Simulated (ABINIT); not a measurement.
# Quasiparticle gap of KI (Fm-3m) in ABINIT

Aim: the G0W0 gap of KI (Fm-3m) on PBE with spin-orbit coupling, step by step.

Program: ABINIT 10.8.3. Level of theory: PBE and many-body steps on it, plane waves. Results are calculated unless marked as measured.

This is a report of a sequence of runs, with most program output left out.

## 1. Starting point

The structure is cubic, space group Fm-3m (No. 225). The conventional cell has a = 7.066 Å, b = 7.066 Å, c = 7.066 Å, α = 90.00°, β = 90.00°, γ = 90.00°. Nearest to K lie 6 I at 3.53 Å. I has 6 K at 3.53 Å nearest. Farther neighbours and most contacts between anions are not listed.

Structure file:

```cif
data_structure
_symmetry_space_group_name_H-M 'Fm-3m'
_symmetry_Int_Tables_number 225
_cell_length_a 7.0655
_cell_length_b 7.0655
_cell_length_c 7.0655
_cell_angle_alpha 90.000
_cell_angle_beta 90.000
_cell_angle_gamma 90.000
_cell_volume 352.73
loop_
_atom_site_label
_atom_site_type_symbol
_atom_site_symmetry_multiplicity
_atom_site_Wyckoff_symbol
_atom_site_fract_x
_atom_site_fract_y
_atom_site_fract_z
_atom_site_occupancy
K1 K 4 a 0.00000 0.00000 0.00000 1
I1 I 4 b 0.50000 0.00000 0.00000 1
```

The cell and positions come from the Crystallography Open Database and are kept as given unless a step says otherwise.

## 2. Ground state

This step: ABINIT 10.8.3; DFT, PBE with spin-orbit coupling, plane waves, norm-conserving pseudopotentials.

The ground-state density comes first.

Input file run.abi:

```
acell 3*1.0 Angstrom
rprim 
  0.000000000000 3.532775000000 3.532775000000
  3.532775000000 0.000000000000 3.532775000000
  3.532775000000 3.532775000000 -0.000000000000
ntypat 2
znucl 19 53
natom 2
typat 1 2
xred 
  0.000000000000 0.000000000000 0.000000000000
  0.500000000000 0.500000000000 0.500000000000
pp_dirpath "pseudos"
pseudos "K.upf, I.upf"
ecut 33
nspinor 2
ngkpt 4 4 4
nshiftk 1
shiftk 0 0 0
kptopt 1
chksymbreak 0
nband 26
occopt 1
tolvrs 1e-10
nstep 60
prtwf 0
optforces 0
optstress 0
indata_prefix "in"
outdata_prefix "out"
tmpdata_prefix "tmp"
```

Launch:

```bash
OMP_NUM_THREADS=1 mpirun -n 4 abinit run.abi > log
```

The job ended after 33 s (4 MPI ranks of Arm Neoverse V1, shared host; peak memory 0.39 GiB).

This step gave:

```yaml
total_energy: -1173.0407 eV
gap: 3.641 eV
k_of_the_valence_top: 0, 0, 0
k_of_the_conduction_bottom: 0, 0, 0
least_direct_gap: 3.641 eV
```

The gap is direct, at Γ.

## 3. Bands along the symmetry lines

The cheap functional maps the bands first; the places of the edges decide which points the dearer methods must see.

Input file run.abi:

```
acell 3*1.0 Angstrom
rprim 
  0.000000000000 3.532775000000 3.532775000000
  3.532775000000 0.000000000000 3.532775000000
  3.532775000000 3.532775000000 -0.000000000000
ntypat 2
znucl 19 53
natom 2
typat 1 2
xred 
  0.000000000000 0.000000000000 0.000000000000
  0.500000000000 0.500000000000 0.500000000000
pp_dirpath "pseudos"
pseudos "K.upf, I.upf"
ecut 33
nspinor 2
iscf -2
irdden 1
kptopt 0
nkpt 26
kpt 
  0.00000000 0.00000000 0.00000000
  0.12500000 0.00000000 0.12500000
  0.25000000 0.00000000 0.25000000
  0.37500000 0.00000000 0.37500000
  0.50000000 0.00000000 0.50000000
  0.53125000 0.06250000 0.53125000
  0.56250000 0.12500000 0.56250000
  0.59375000 0.18750000 0.59375000
  0.62500000 0.25000000 0.62500000
  0.37500000 0.37500000 0.75000000
  0.28125000 0.28125000 0.56250000
  0.18750000 0.18750000 0.37500000
  0.09375000 0.09375000 0.18750000
  0.00000000 0.00000000 0.00000000
  0.12500000 0.12500000 0.12500000
  0.25000000 0.25000000 0.25000000
  0.37500000 0.37500000 0.37500000
  0.50000000 0.50000000 0.50000000
  0.50000000 0.43750000 0.56250000
  0.50000000 0.37500000 0.62500000
  0.50000000 0.31250000 0.68750000
  0.50000000 0.25000000 0.75000000
  0.50000000 0.18750000 0.68750000
  0.50000000 0.12500000 0.62500000
  0.50000000 0.06250000 0.56250000
  0.50000000 0.00000000 0.50000000
istwfk *1
nband 32
nbdbuf 6
tolwfr 1e-08
nstep 40
prtwf 0
prtvol 0
indata_prefix "in"
outdata_prefix "out"
tmpdata_prefix "tmp"
```

Run time: 90 s. Hardware: 4 MPI ranks; peak memory 0.43 GiB.

Numbers from this step:

- gap: 3.641 eV
- k of the valence top: 0, 0, 0
- k of the conduction bottom: 0, 0, 0
- least direct gap: 3.641 eV

The gap is 3.641 eV, as in the run before at this level.

Electronic bands along the path, in eV, zero at the top of the highest filled band; v1 is the highest filled band, c1 the lowest empty one:

```tsv
point	v4	v3	v2	v1	c1	c2	c3	c4
Γ	0.00	0.00	0.00	0.00	3.64	3.64	6.17	6.17
halfway	-0.56	-0.56	-0.22	-0.22	4.97	4.97	5.21	5.21
X	-0.76	-0.76	-0.40	-0.40	4.61	4.61	5.45	5.45
halfway	-0.79	-0.79	-0.46	-0.46	4.82	4.82	5.68	5.68
U	-0.88	-0.88	-0.53	-0.53	5.29	5.29	6.31	6.31
jump to K	-0.88	-0.88	-0.53	-0.53	5.29	5.29	6.31	6.31
halfway	-0.64	-0.64	-0.30	-0.30	5.22	5.22	5.97	5.97
Γ	0.00	0.00	0.00	0.00	3.64	3.64	6.17	6.17
halfway	-0.54	-0.54	-0.19	-0.19	4.74	4.74	6.25	6.25
L	-0.82	-0.82	-0.36	-0.36	5.20	5.20	7.38	7.38
halfway	-0.87	-0.87	-0.49	-0.49	5.71	5.71	6.53	6.53
W	-0.80	-0.80	-0.69	-0.69	6.08	6.08	6.19	6.19
halfway	-0.80	-0.80	-0.53	-0.53	5.04	5.04	5.85	5.85
X	-0.76	-0.76	-0.40	-0.40	4.61	4.61	5.45	5.45
```

## 4. Empty states on the mesh, 2×2×2 mesh, 112 bands

The sums over transitions need many empty states on a uniform mesh; this step solves for them.

Input file run.abi:

```
acell 3*1.0 Angstrom
rprim 
  0.000000000000 3.532775000000 3.532775000000
  3.532775000000 0.000000000000 3.532775000000
  3.532775000000 3.532775000000 -0.000000000000
ntypat 2
znucl 19 53
natom 2
typat 1 2
xred 
  0.000000000000 0.000000000000 0.000000000000
  0.500000000000 0.500000000000 0.500000000000
pp_dirpath "pseudos"
pseudos "K.upf, I.upf"
ecut 33
nspinor 2
ngkpt 2 2 2
nshiftk 1
shiftk 0 0 0
kptopt 1
chksymbreak 0
iscf -2
irdden 1
istwfk *1
nband 112
nbdbuf 10
tolwfr 1e-09
nstep 60
prtvol 0
indata_prefix "in"
outdata_prefix "out"
tmpdata_prefix "tmp"
```

Run time: 66 s. Hardware: 4 MPI ranks; peak memory 0.38 GiB.

This step gave:

```
gap                                                           : 3.641 eV
k of the valence top                                          : 0, 0, 0
k of the conduction bottom                                    : 0, 0, 0
least direct gap                                              : 3.641 eV
k points computed                                             : 3
lowest point of the top converged band, above the valence top : 31.54 eV
```

On this mesh the gap is 3.641 eV.

## 5. Screening, 2×2×2 mesh, 102 bands, screening to 98 eV

The RPA dielectric matrix is built and inverted for each q.

This step: RPA screening on PBE with spin-orbit coupling, plane waves, norm-conserving pseudopotentials.

Edit run.abi of step 4 so:

```diff
@@ -21,10 +21,11 @@
 chksymbreak 0
-iscf -2
-irdden 1
 istwfk *1
-nband 112
-nbdbuf 10
-tolwfr 1e-09
-nstep 60
-prtvol 0
+occopt 1
+irdwfk 1
+optdriver 3
+nband 102
+ecuteps 3.6
+inclvkb 0
+awtr 1
+symchi 1
 indata_prefix "in"
```

Wall time 10 s (4 MPI ranks); peak memory 1.1 GiB.

Numbers from this step:

| Quantity | Value |
| --- | --- |
| ε∞ with local fields, on this mesh, along the program's q direction | 3.021 |
| the same without local fields | 3.642 |
| plasma frequency | 15.82 eV |
| plane waves in the screening matrix | 181 |

Local fields lower ε∞ by 17 %. On a Γ-centred mesh this coarse the value itself is usually too large, while a short band sum pulls it down.

## 6. Self-energy, 2×2×2 mesh, 102 bands, screening to 98 eV

The self-energy is evaluated for the states that the input lists, and the levels follow from it, in one-shot runs by the linearised quasiparticle equation.

This step: G0W0 on PBE with spin-orbit coupling, plane waves, norm-conserving pseudopotentials.

Edit run.abi of step 5 so:

```diff
@@ -24,8 +24,15 @@
 irdwfk 1
-optdriver 3
+optdriver 4
 nband 102
+gwcalctyp 0
+ecutsigx 33
+symsigma 0
+nkptgw 1
+kptgw 
+  0.0000000000 0.0000000000 0.0000000000
+bdgw 
+  13 22
 ecuteps 3.6
-inclvkb 0
-awtr 1
-symchi 1
+irdscr 1
+ppmodel 1
 indata_prefix "in"
```

The job ended after 14 s (4 MPI ranks; peak memory 1.1 GiB; 57 s of CPU time).

This step gave:

| Property | Result |
| --- | --- |
| G0W0 gap on the points computed | 5.323 eV |
| starting gap on the mesh | 3.641 eV |
| k of the valence top | 0, 0, 0 |
| k of the conduction bottom | 0, 0, 0 |
| Z at the valence top | 0.821 |
| Z at the conduction bottom | 0.853 |
| least direct G0W0 gap on the computed points | 5.323 eV |

The gap on the mesh goes from 3.64 eV to 5.32 eV, a correction of +1.68 eV.

Limits: finite bands, cutoff and mesh; screening head approximate; coarse k mesh. v1 is the top filled band, c1 the lowest empty one. Levels before and after the correction, in eV, zero at the valence-band top of each column:

```tsv
	conduction bottom	valence top
Kohn-Sham	3.64	0.00
G0W0	5.32	0.00
```

```tsv
	level	energy (eV)
Kohn-Sham	Γ v4-v3	0.000
Kohn-Sham	Γ v2	0.000
Kohn-Sham	Γ v1	0.000
Kohn-Sham	Γ c1-c2	3.641
Kohn-Sham	Γ c3-c6	6.175
G0W0	Γ v4-v3	-0.006
G0W0	Γ v2	-0.012
G0W0	Γ v1	0.000
G0W0	Γ c1-c2	5.323
G0W0	Γ c3-c6	8.430
```

## 7. Where the time went

Times are wall times on 4 MPI ranks of Arm Neoverse V1, shared host, good to a factor of about two.

```tsv
step	time	share	memory (GiB)
ground state	33 s	15 %	0.39
bands along the symmetry lines	90 s	42 %	0.43
empty states on the mesh	66 s	31 %	0.38
screening	10 s	5 %	1.1
self-energy	14 s	7 %	1.1
```

## 8. Summary of results

| Property | Result |
| --- | --- |
| PBE gap | 3.64 eV, direct |
| G0W0 gap on the mesh | 5.32 eV |
| GW settings | 2×2×2 mesh, 102 bands, screening to 98 eV, Godby-Needs plasmon pole |
| known limits | not at the basis limit; screening head approximate; coarse k mesh |

What this shows: G0W0 moves the gap on the mesh from 3.64 eV to 5.32 eV (+1.68 eV), with Z of 0.82 and 0.85 at the edges. Local fields lower the RPA ε∞ on this mesh from 3.64 to 3.02; a Γ-centred mesh this coarse tends to raise both, most where the direct gap is narrow, while a short band sum lowers them. Only 1 of the mesh's irreducible points was corrected, so a valley elsewhere could overtake. Bands and cutoff are finite, so the gap is not at the basis limit. The miss can reach some tenths of an eV and take either sign; the mesh is an error of its own. In the G0W0 run levels were corrected at 1 k point alone, so a gap called «on the mesh» is the least over those, and an edge elsewhere would be missed. The 2×2×2 mesh is coarse for this cell, which bears on the long-range parts of exchange and screening. The long-wavelength limit of the screening leaves out the non-local commutator, which shifts ε∞.

[Paths, hosts, dates, memory and timing lines, banners, echoed tables and standing remarks are left out of the program output.]

[Logs are printed without paths, hosts, clocks, repeated set-up lines and the standing remarks that a program may print on its own settings, such as how far it seeks lower states.]

[Runs of the session that timed out or met a known fault of the program may be left out.]

[Hosts, paths, dates, database ids (printed as entryN), source tags and the programs' standing remarks are cut or masked in the printed files.]

[G0W0 gaps are taken among the corrected bands and points alone; a level outside them can change the order at an edge.]

[Where Ansatz stands beside ABINIT at settings called matched, ABINIT's density can come from a denser mesh and the files from another edition; pairs whose starting gaps differed by over 0.03 eV were left out, so agreement reads better than it is.]
